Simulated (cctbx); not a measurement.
# Which space group?

Cell: a = 10.7880 Å, b = 10.7880 Å, c = 10.7880 Å, α = 90.00°, β = 90.00°, γ = 90.00°. Expected content of the cell: Tl8 Ge6 S24 Al6 F2.

Simulated single-crystal data (cctbx): Mo Kα, λ = 0.71073 Å, to d = 0.77 Å, 70 % of the full sphere, strongest reflection 20000 counts, noise from counting, a 2 % proportional error and a noise floor of 8 counts (s.d.); no absorption, some extinction.

Tests on the unmerged data give:

```text
8067 reflections to d = 0.771 A
centring   violations  <I/sigma> of those
    A       2992 of  4029     17.3
    B       2987 of  4015     17.5
    C       2985 of  4008     17.4
    I       1504 of  4049      3.4
    R       3623 of  5368     16.7
    F       4482 of  6026     17.4
Laue class    unique    Rint  (classes that these axes allow; Friedel mates merged)
P -1             5262   0.056
P 1 2/m 1        2987   0.053
P 1 1 2/m        2989   0.053
P 2/m 1 1        2994   0.052
P m m m          1671   0.055
P 4/m            1519   0.055
P 4/m m m         894   0.057
R -3 :R          1923   0.053
R -3 m :R        1074   0.055
P m -3            565   0.057
P m -3 m          342   0.058
space group    extra absences  I>4sigma  <I/sigma>
P 4 3 2                 0          0         -  acentric
P 42 3 2               27          0       0.0  acentric
P -4 3 m                0          0         -  acentric
P -4 3 n              838          0       0.0  acentric
P m -3 m                0          0         -  centric
P m -3 n              838          0       0.0  centric
Wilson B = 0.39 A^2   <|E^2-1|> = 0.891 (0.968 centric, 0.736 acentric)   E^2>4: 1.3 %
shell (A)         n   <I/sigma>
10.79 - 1.54     57     52.0
 1.54 - 1.22     46     51.4
 1.22 - 1.07     43     57.6
 1.07 - 0.97     40     46.5
 0.97 - 0.90     37     49.0
 0.90 - 0.85     40     42.0
 0.85 - 0.81     42     43.4
 0.81 - 0.77     37     51.7
```

**Question.** What are the lattice type, the Laue class and the likely space group?

Every centring test has many violations, so the lattice is primitive.

Rint stays low (0.052 to 0.058) up to P m -3 m, the highest class in these axes. It includes Bijvoet differences, since Friedel mates are merged.

6 settings pass the absence test. The most absences obeyed, 838, belong to P -4 3 n and P m -3 n, which absences can't tell apart.

⟨|E²−1|⟩ = 0.891 leans to a centrosymmetric structure. Here that hint misleads: the statistic assumes many like atoms on general positions, and few, heavy or special-position atoms break it. The Wilson B of 0.39 Å² means U ≈ 0.0049 Å².

The true group is P-43n (no. 218), Laue class m-3m, non-centrosymmetric. The tables only narrow the choice to the tied entries; cell content, site symmetry and trial solutions must settle it.

This is a model crystal, built by substitution and not relaxed, with assumed displacement parameters.

[Logs are printed without paths, hosts, clocks, repeated set-up lines and the standing remarks that a program may print on its own settings, such as how far it seeks lower states.]
